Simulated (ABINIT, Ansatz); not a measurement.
# CdF2 (Fm-3m): third-order response, part 2 of 3

Aim: Raman and infrared lines of CdF2 (Fm-3m).

ABINIT 10.8.3; DFT LDA, scalar-relativistic, plane waves, PseudoDojo norm-conserving pseudopotentials.

So far. Step 3 (Relaxation): The volume changes by -5.0 % in this run and stands -5.0 % from the first cell. Step 4 (Ground state): The cell stands at -0.49 GPa: the relaxation ran with a smoothed and higher cutoff and on another k mesh. The relaxed cell has a = 5.297 Å (conventional setting).

### Step 6. Linear response at Γ

The derivative of the wavefunctions by k comes first, since the response to a field is built on it; then the field and the displacements that symmetry doesn't supply are solved at q = 0. By the 2n+1 theorem the first-order wavefunctions also give third derivatives: Raman tensors and the non-linear susceptibility.

It reads the wavefunctions written in step 4.

The input, dfpt_gamma.abi:

```
ndtset 3

# common to the responses
getwfk_filepath "gso_WFK"
kptopt 2
nqpt 1
qpt 0.0 0.0 0.0
asr 0
chneut 0

# d/dk
rfelfd1 2
rfdir1 1 1 1
iscf1 -3
tolwfr1 1.0d-20

# displacements, field
rfphon2 1
rfatpol2 1 3
rfdir2 1 1 1
rfelfd2 3
getddk2 1
tolvrs2 1.0d-10
prepanl2 1
prtden2 1

# third order
optdriver3 5
getden_filepath3 "gso_DEN"
get1den3 2
get1wf3 2
getddk3 1
d3e_pert1_elfd3 1
d3e_pert1_phon3 1
d3e_pert1_atpol3 1 3
d3e_pert1_dir3 1 1 1
d3e_pert2_elfd3 1
d3e_pert2_dir3 1 1 1
d3e_pert3_elfd3 1
d3e_pert3_dir3 1 1 1
usepead3 1
tolvrs3 1.0d-10

# basis, mesh and filling
ecut 47.0
ngkpt 6 6 6
nshiftk 4
shiftk 
    0.5 0.5 0.5
    0.5 0.0 0.0
    0.0 0.5 0.0
    0.0 0.0 0.5
istwfk *1
occopt 1
nband 17
nstep 100
diemac 9.0
prtebands 0
prtgsr 0

# cell and atoms
acell 3*1.0 Angstrom
rprim 
    0.0 2.648510689 2.648510689
    2.648510689 0.0 2.648510689
    2.648510689 2.648510689 0.0
ntypat 2
znucl 48 9
natom 3
typat 1 2 2
xred 
    0.0 0.0 0.0
    0.25 0.25 0.25
    0.75 0.75 0.75
pp_dirpath "./pseudo"
pseudos "Cd.upf, F.upf"
```

Command:

```sh
> OMP_NUM_THREADS=1 mpirun -n 16 abinit dfpt_gamma.abi > dfpt_gamma.log
```

Numbers of over 12 decimals in the logs are rounded to 6 here.

dfpt_gamma.abo, the main output file:

```text
[banners, grids, parts of the stress and lines that vanish by symmetry left out]
- input  file    -> dfpt_gamma.abi
- output file    -> dfpt_gamma.abo
- root for input  files -> dfpt_gammai
[...]
DATASET    1 : space group Fm -3 m (#225); Bravais cF (face-center cubic)
[...]
nfft =       91125          nkpt =         432
[...]
DATASET    2 : space group Fm -3 m (#225); Bravais cF (face-center cubic)
[...]
nfft =       91125          nkpt =         432
[...]
DATASET    3 : space group Fm -3 m (#225); Bravais cF (face-center cubic)
[...]
mpw =        3882          nfft =       91125          nkpt =         432
[...]
== DATASET  1 ==================================================================
[...]
cutoff_energies: {ecut:  47.0, pawecutdg:  -1.0, }
[...]
-  9.00000   7.00000  201202                  znucl, zion, pspdat
[...]
Perturbation : derivative vs k along direction   1
[...]
-ETOT  1  -41.470930917806     -4.147E+01 2.666E+00 0.000E+00
 ETOT  2  -41.862831534184     -3.919E-01 3.120E-01 0.000E+00
 ETOT  3  -41.882898921393     -2.007E-02 2.615E-02 0.000E+00
 ETOT  4  -41.884726294890     -1.827E-03 4.505E-03 0.000E+00
 ETOT  5  -41.884939366003     -2.131E-04 9.680E-04 0.000E+00
[...]
At SCF step   33   max residual=  1.00E-20 < tolwfr=  1.00E-20 =>converged.
[...]
Perturbation : derivative vs k along direction   2
[...]
-ETOT  1  -41.470930917222     -4.147E+01 2.666E+00 0.000E+00
[...]
At SCF step   33   max residual=  1.00E-20 < tolwfr=  1.00E-20 =>converged.
[...]
Perturbation : derivative vs k along direction   3
[...]
-ETOT  1  -41.470930916637     -4.147E+01 2.666E+00 0.000E+00
[...]
At SCF step   33   max residual=  1.00E-20 < tolwfr=  1.00E-20 =>converged.
[...]
1        1       0.5969336174    0.0000000000
     1        2       0.2984668087    0.0000000000
     1        3       0.2984668087    0.0000000000
     2        1       0.2984668087    0.0000000000
     2        2       0.5969336174    0.0000000000
     2        3       0.2984668087    0.0000000000
     3        1       0.2984668087    0.0000000000
     3        2       0.2984668087    0.0000000000
     3        3       0.5969336174    0.0000000000
[...]
== DATASET  2 ==================================================================
[...]
cutoff_energies: {ecut:  47.0, pawecutdg:  -1.0, }
[...]
Perturbation : displacement of atom   1   along direction   1
[...]
-ETOT  1   13.883409839689     -2.084E+04 2.260E+02 8.680E+02
[...]
At SCF step   14       vres2   =  7.91E-12 < tolvrs=  1.00E-10 =>converged.
[...]
Perturbation : displacement of atom   2   along direction   1
[...]
-ETOT  1   14.758470297589     -4.838E+03 2.977E+01 8.699E+02
[...]
At SCF step   16       vres2   =  5.27E-11 < tolvrs=  1.00E-10 =>converged.
[...]
Perturbation : homogeneous electric field along direction   1
[...]
-ETOT  1  -42.515080574405     -4.252E+01 4.799E+00 7.524E+03
[...]
At SCF step   16       vres2   =  6.82E-11 < tolvrs=  1.00E-10 =>converged.
[...]
Perturbation : homogeneous electric field along direction   2
[...]
-ETOT  1  -42.515080573670     -4.252E+01 4.799E+00 7.524E+03
[...]
At SCF step   16       vres2   =  6.84E-11 < tolvrs=  1.00E-10 =>converged.
[...]
Perturbation : homogeneous electric field along direction   3
[...]
-ETOT  1  -42.515080572939     -4.252E+01 4.799E+00 7.524E+03
[...]
ETOT 15  -45.239301369862     -2.101E-10 2.183E-09 9.746E-10
 ETOT 16  -45.239301369913     -5.114E-11 9.638E-10 6.765E-11
 At SCF step   16       vres2   =  6.77E-11 < tolvrs=  1.00E-10 =>converged.
[...]
Dielectric tensor, in cartesian coordinates,
[...]
1    5   1    5         2.9181127728        -0.0000000000
   1    5   2    5        -0.0000000000        -0.0000000000
   1    5   3    5        -0.0000000000        -0.0000000000
   2    5   1    5        -0.0000000000        -0.0000000000
   2    5   2    5         2.9181127728        -0.0000000000
   2    5   3    5        -0.0000000000        -0.0000000000
   3    5   1    5        -0.0000000000        -0.0000000000
   3    5   2    5        -0.0000000000        -0.0000000000
   3    5   3    5         2.9181127728        -0.0000000000
  Effective charges, in cartesian coordinates,
[...]
1    1   1    5         2.4528890579         0.0000000000
   2    1   1    5         0.0000000000         0.0000000000
   3    1   1    5        -0.0000000000         0.0000000000
   1    2   1    5        -1.2262323633         0.0000000000
   2    2   1    5         0.0000000000         0.0000000000
[...]
Effective charges, in cartesian coordinates,
[...]
2    5   1    3        -0.0000000000         0.0000000000
   3    5   1    3         0.0000000000         0.0000000000
   1    5   2    3        -0.0000000000         0.0000000000
   2    5   2    3        -1.2262323023         0.0000000000
   3    5   2    3        -0.0000000000         0.0000000000
   1    5   3    3         0.0000000000         0.0000000000
   2    5   3    3         0.0000000000         0.0000000000
   3    5   3    3        -1.2262323023         0.0000000000
  Phonon wavevector (reduced coordinates) :  0.00000  0.00000  0.00000
 Phonon energies in Hartree :
[...]
Phonon frequencies in cm-1    :
-  2.221541E+00  2.221541E+00  2.221541E+00  2.385816E+02  2.385816E+02
-  2.385816E+02  3.191481E+02  3.191481E+02  3.191481E+02
  Phonon at Gamma, with non-analyticity in the
[...]
Phonon energies in Hartree :
[...]
Phonon frequencies in cm-1    :
-  2.221541E+00  2.221541E+00  2.221547E+00  2.385816E+02  2.385816E+02
-  3.191481E+02  3.191481E+02  3.191481E+02  3.912129E+02
  Phonon at Gamma, with non-analyticity in the
[...]
Phonon energies in Hartree :
[...]
Phonon frequencies in cm-1    :
-  2.221541E+00  2.221541E+00  2.221547E+00  2.385816E+02  2.385816E+02
-  3.191481E+02  3.191481E+02  3.191481E+02  3.912129E+02
  Phonon at Gamma, with non-analyticity in the
[...]
Phonon energies in Hartree :
[...]
Phonon frequencies in cm-1    :
-  2.221541E+00  2.221541E+00  2.221547E+00  2.385816E+02  2.385816E+02
-  3.191481E+02  3.191481E+02  3.191481E+02  3.912129E+02
[...]
== DATASET  3 ==================================================================
[...]
cutoff_energies: {ecut:  47.0, pawecutdg:  -1.0, }
[...]
j1 : displacement of atom   2 along direction   1
[...]
j2 : displacement of atom   2 along direction   1
[...]
j2 : displacement of atom   2 along direction   1
[...]
1          1       -0.000000000       -0.000000000       -0.000000000
[...]
1          2       -0.000000000       -0.000000000       -0.000000000
[...]
1          3       -0.000000000       -0.000000000       -0.000000000
[...]
2          1       -0.000000000       -0.000000000       -0.000000000
[...]
2          2        0.000000000       -0.000000000       -0.012416086
[...]
2          3       -0.000000000       -0.012416086       -0.000000000
[...]
3          1        0.000000000       -0.000000000       -0.000000000
[...]
3          2       -0.000000000       -0.000000000        0.012416086
[...]
3          3        0.000000000        0.012416086        0.000000000
[...]
strten2     0.0000000000E+00  0.0000000000E+00  0.0000000000E+00
           strten3     0.0000000000E+00  0.0000000000E+00  0.0000000000E+00
================================================================================
```

Wall time 16 min (16 MPI ranks of Arm Neoverse V2, shared host); 4.4 h of CPU time.

Read from the output:

| Quantity | Value |
| --- | --- |
| miss of the charge sum rule | 4.24e-4 e |
| largest acoustic frequency at the zone centre before the sum rule | 2.22 cm⁻¹ |
| highest optical zone-centre mode (no LO-TO term) | 319.1 cm⁻¹ |
| lowest optical zone-centre mode | 238.6 cm⁻¹ |
| mean high-frequency dielectric constant | 2.918 |
| largest Born charge in size (third of the trace) | 2.453 e |

Born charge (rows field, columns displacement), before the sum rule (e), principal values of the symmetric part by kind of site:

| atom | atoms with these values | low | middle | high | mean |
| --- | --- | --- | --- | --- | --- |
| Cd1 | 1 | 2.45 | 2.45 | 2.45 | 2.45 |
| F2 | 2 | -1.23 | -1.23 | -1.23 | -1.23 |

In full for Cd1:

```
2.45 0.00 0.00
0.00 2.45 0.00
0.00 0.00 2.45
```

High-frequency dielectric tensor:

```
2.92 0.00 0.00
0.00 2.92 0.00
0.00 0.00 2.92
```

The acoustic modes at Γ come out as far as 2.2 cm⁻¹ from zero, where they should vanish, a small numerical error; the Born charges miss their sum rule by 4.2e-4 e, which is good.

### Step 7. Modes with the sum rule

anaddb reads the merged derivatives, imposes the acoustic sum rule and charge neutrality, and adds the LO-TO term along chosen directions.

The input, anaddb.abi:

```
ddb_filepath "gamma_DDB"
output_file "anaddb.abo"
outdata_prefix "anaddb"
asr 1
chneut 1
enunit 2
eivec 1
nph1l 1
qph1l 0.0 0.0 0.0 1.0
dieflag 1
nph2l 3
qph2l 
    1.0 0.0 0.0 0.0
    0.0 0.0 1.0 0.0
    1.0 1.0 1.0 0.0
nlflag 1
ramansr 1
alphon 1
prtmbm 1
```

The input, mrgddb.in:

```
gamma_DDB
merged
3
dfpt_gammao_DS2_DDB
dfpt_gammao_DS3_DDB
gso_DDB
```

Command:

```sh
> mrgddb < mrgddb.in > mrgddb.log
> OMP_NUM_THREADS=1 anaddb anaddb.abi > anaddb.log
```

anaddb.abo, the main output file:

```text
[banners, grids, parts of the stress and lines that vanish by symmetry left out]
-outvars_anaddb: echo values of input variables ----------------------

 Flags :
[...]
Dielectric Tensor and Effective Charges
[...]
Effective charge tensors after
[...]
1          1       -0.000000000        0.000000000        0.000000000
[...]
1          2       -0.000000000        0.000000000        0.000000000
[...]
1          3       -0.000000000        0.000000000        0.000000000
[...]
2          1       -0.000000000        0.000000000        0.000000000
[...]
2          2        0.000000000       -0.000000000       -0.012416086
[...]
2          3       -0.000000000       -0.012416086       -0.000000000
[...]
3          1        0.000000000       -0.000000000       -0.000000000
[...]
3          2       -0.000000000        0.000000000        0.012416086
[...]
3          3        0.000000000        0.012416086        0.000000000
[...]
Phonon wavevector (reduced coordinates) :  0.00000  0.00000  0.00000
 Phonon energies in Hartree :
[...]
Phonon energies in meV     :
-  0.000000E+00  0.000000E+00  0.000000E+00  2.957992E+01  2.957992E+01
-  2.957992E+01  3.956933E+01  3.956933E+01  3.956933E+01
 Phonon frequencies in cm-1    :
-  0.000000E+00  0.000000E+00  0.000000E+00  2.385781E+02  2.385781E+02
-  2.385781E+02  3.191481E+02  3.191481E+02  3.191481E+02
 Phonon frequencies in Thz     :
-  0.000000E+00  0.000000E+00  0.000000E+00  7.152392E+00  7.152392E+00
-  7.152392E+00  9.567821E+00  9.567821E+00  9.567821E+00
 Phonon energies in Kelvin  :
-  0.000000E+00  0.000000E+00  0.000000E+00  3.432607E+02  3.432607E+02
-  3.432607E+02  4.591830E+02  4.591830E+02  4.591830E+02
[...]
-  1  0.00000000E+00  0.00000000E+00 -1.90978791E-03
-     0.00000000E+00  0.00000000E+00  0.00000000E+00
-  2  0.00000000E+00  0.00000000E+00 -1.90978132E-03
-     0.00000000E+00  0.00000000E+00  0.00000000E+00
-  3  0.00000000E+00  0.00000000E+00 -1.90978132E-03
-     0.00000000E+00  0.00000000E+00  0.00000000E+00
[...]
-  1  0.00000000E+00 -1.90978791E-03  0.00000000E+00
-     0.00000000E+00  0.00000000E+00  0.00000000E+00
-  2  0.00000000E+00 -1.90978132E-03  0.00000000E+00
-     0.00000000E+00  0.00000000E+00  0.00000000E+00
-  3  0.00000000E+00 -1.90978132E-03  0.00000000E+00
-     0.00000000E+00  0.00000000E+00  0.00000000E+00
[...]
-  1  1.90978791E-03  0.00000000E+00  0.00000000E+00
-     0.00000000E+00  0.00000000E+00  0.00000000E+00
-  2  1.90978132E-03  0.00000000E+00  0.00000000E+00
-     0.00000000E+00  0.00000000E+00  0.00000000E+00
-  3  1.90978132E-03  0.00000000E+00  0.00000000E+00
-     0.00000000E+00  0.00000000E+00  0.00000000E+00
[...]
-  1  0.00000000E+00  0.00000000E+00 -1.11033181E-03
-     0.00000000E+00  0.00000000E+00  0.00000000E+00
[...]
-     0.00000000E+00  0.00000000E+00  0.00000000E+00
[...]
-     0.00000000E+00  0.00000000E+00  0.00000000E+00
[...]
-     0.00000000E+00  0.00000000E+00  0.00000000E+00
[...]
-     0.00000000E+00  0.00000000E+00  0.00000000E+00
[...]
-     1         -0.000000    -0.000000    -0.000005     0.000005
-     2          0.000000    -0.000005    -0.000000     0.000005
-     3          0.000005    -0.000000    -0.000000     0.000005
-     4         -0.000000    -0.000000    -2.257020     2.257020
-     5         -0.000000     2.257020    -0.000000     2.257020
-     6          2.257020    -0.000000     0.000000     2.257020
-     7          0.000000     0.000000     0.000000     0.000000
-     8          0.000000     0.000000     0.000000     0.000000
-     9          0.000000     0.000000     0.000000     0.000000
[...]
-   1     Real    0.0000E+00  0.0000E+00  0.0000E+00  0.0000E+00  0.0000E+00  0.0000E+00  0.0000E+00
[...]
-   2     Real    0.0000E+00  0.0000E+00  0.0000E+00  0.0000E+00  0.0000E+00  0.0000E+00  0.0000E+00
[...]
-   3     Real    0.0000E+00  0.0000E+00  0.0000E+00  0.0000E+00  0.0000E+00  0.0000E+00  0.0000E+00
[...]
-   4     Real    0.0000E+00  0.0000E+00  1.1621E-04  0.0000E+00  0.0000E+00  0.0000E+00  1.1621E-04
[...]
-   5     Real    0.0000E+00  1.1621E-04  0.0000E+00  0.0000E+00  0.0000E+00  0.0000E+00  1.1621E-04
[...]
-   6     Real    1.1621E-04  0.0000E+00  0.0000E+00  0.0000E+00  0.0000E+00  0.0000E+00  1.1621E-04
[...]
-   7     Real    0.0000E+00  0.0000E+00  0.0000E+00  0.0000E+00  0.0000E+00  0.0000E+00  0.0000E+00
[...]
-   8     Real    0.0000E+00  0.0000E+00  0.0000E+00  0.0000E+00  0.0000E+00  0.0000E+00  0.0000E+00
[...]
-   9     Real    0.0000E+00  0.0000E+00  0.0000E+00  0.0000E+00  0.0000E+00  0.0000E+00  0.0000E+00
[...]
Phonon at Gamma, with non-analyticity in the
[...]
Phonon energies in Hartree :
[...]
Phonon energies in meV     :
-  0.000000E+00  0.000000E+00  0.000000E+00  2.957992E+01  2.957992E+01
[...]
Phonon frequencies in cm-1    :
[...]
Phonon frequencies in Thz     :
[...]
Phonon energies in Kelvin  :
[...]
-         0.000000069      -0.000000000      -0.001494091
-        -0.000000034      -0.001494091       0.000000000
[...]
Phonon at Gamma, with non-analyticity in the
[...]
Phonon energies in Hartree :
[...]
Phonon energies in meV     :
-  0.000000E+00  0.000000E+00  0.000000E+00  2.957992E+01  2.957992E+01
-  3.956933E+01  3.956933E+01  3.956933E+01  4.850614E+01
 Phonon frequencies in cm-1    :
-  0.000000E+00  0.000000E+00  0.000000E+00  2.385781E+02  2.385781E+02
-  3.191481E+02  3.191481E+02  3.191481E+02  3.912284E+02
 Phonon frequencies in Thz     :
-  0.000000E+00  0.000000E+00  0.000000E+00  7.152392E+00  7.152392E+00
-  9.567821E+00  9.567821E+00  9.567821E+00  1.172873E+01
 Phonon energies in Kelvin  :
-  0.000000E+00  0.000000E+00  0.000000E+00  3.432607E+02  3.432607E+02
-  4.591830E+02  4.591830E+02  4.591830E+02  5.628904E+02
[...]
-  1  0.00000000E+00  2.57065296E-07  1.90978684E-03
-     0.00000000E+00  0.00000000E+00  0.00000000E+00
-  2  0.00000000E+00  2.57064410E-07  1.90978439E-03
-     0.00000000E+00  0.00000000E+00  0.00000000E+00
[...]
-     0.00000000E+00  0.00000000E+00  0.00000000E+00
[...]
-     0.00000000E+00  0.00000000E+00  0.00000000E+00
[...]
Phonon at Gamma, with non-analyticity in the
[...]
Phonon energies in Hartree :
[...]
Phonon energies in meV     :
-  0.000000E+00  0.000000E+00  0.000000E+00  2.957992E+01  2.957992E+01
[...]
Phonon frequencies in cm-1    :
-  0.000000E+00  0.000000E+00  0.000000E+00  2.385781E+02  2.385781E+02
[...]
Phonon frequencies in Thz     :
-  0.000000E+00  0.000000E+00  0.000000E+00  7.152392E+00  7.152392E+00
[...]
Phonon energies in Kelvin  :
-  0.000000E+00  0.000000E+00  0.000000E+00  3.432607E+02  3.432607E+02
[...]
-  2  3.79967455E-03  1.46429345E-07 -1.41324881E-07
[...]
-  3 -3.79967455E-03 -1.46429345E-07  1.41324881E-07
[...]
-         0.000000056      -0.000000000      -0.001494091
-        -0.000000058      -0.001494091       0.000000000
[...]
Direction                     Dielectric constant
[...]
0.00000   0.00000   1.00000      7.84696325
   1.00000   1.00000   1.00000      7.84696325
-
```

Wall time 1.1 s (1 thread).

Numbers from this step:

| Property | Result |
| --- | --- |
| mean static dielectric constant | 7.847 |
| highest mode moved by the LO-TO term | 391.2 cm⁻¹ |

No LO-TO term; unit eigenvectors of the mass-weighted matrix, from anaddb's displacements. Modes at Γ, with each element's share of the kinetic energy:

| mode | frequency (cm⁻¹) | symmetry | Cd % | F % |
| --- | --- | --- | --- | --- |
| 1 | 0.0 | acoustic | 75 | 25 |
| 2 | 0.0 | acoustic | 75 | 25 |
| 3 | 0.0 | acoustic | 75 | 25 |
| 4 | 238.6 | T1u | 25 | 75 |
| 5 | 238.6 | T1u | 25 | 75 |
| 6 | 238.6 | T1u | 25 | 75 |
| 7 | 319.1 | T2g | 0 | 100 |
| 8 | 319.1 | T2g | 0 | 100 |
| 9 | 319.1 | T2g | 0 | 100 |

Displacements in mode 4 (238.6 cm⁻¹), the largest set to 1:
```
Cd1  0.00  0.00 -0.34
F2   0.00  0.00  1.00
F3   0.00  0.00  1.00
```

Displacements in mode 7 (319.1 cm⁻¹), the largest set to 1:
```
Cd1  0.00  0.00  0.00
F2   0.00  0.00  1.00
F3   0.00  0.00 -1.00
```

Trace of the oscillator strength, degenerate modes summed. Infrared lines, with heights relative to the strongest:

```
position (cm⁻¹)  lines merged  IR intensity, relative
            239             3                     100
            319             3                     0.0
```

From anaddb's Raman susceptibilities, degenerate modes summed; transverse modes, the longitudinal lines of polar modes are not listed. Raman lines, with heights relative to the strongest:

```
position (cm⁻¹)  lines merged  Raman activity (Å⁴/amu), powder, relative
            239             3                                        0.0
            319             3                                        100
```

Static dielectric tensor (ions relaxed, fixed cell):

```
7.85 0.00 0.00
0.00 7.85 0.00
0.00 0.00 7.85
```

The rule moves no optical mode by more than 0.1 cm⁻¹.

(Part 2 of 3 ends here.)

[Host names and launcher messages were left out of these logs when they were recorded.]

[Logs are printed without paths, hosts, clocks, repeated set-up lines and the standing remarks that a program may print on its own settings, such as how far it seeks lower states.]

[Hosts, paths, dates, database ids (printed as entryN), source tags and the programs' standing remarks are cut or masked in the printed files.]
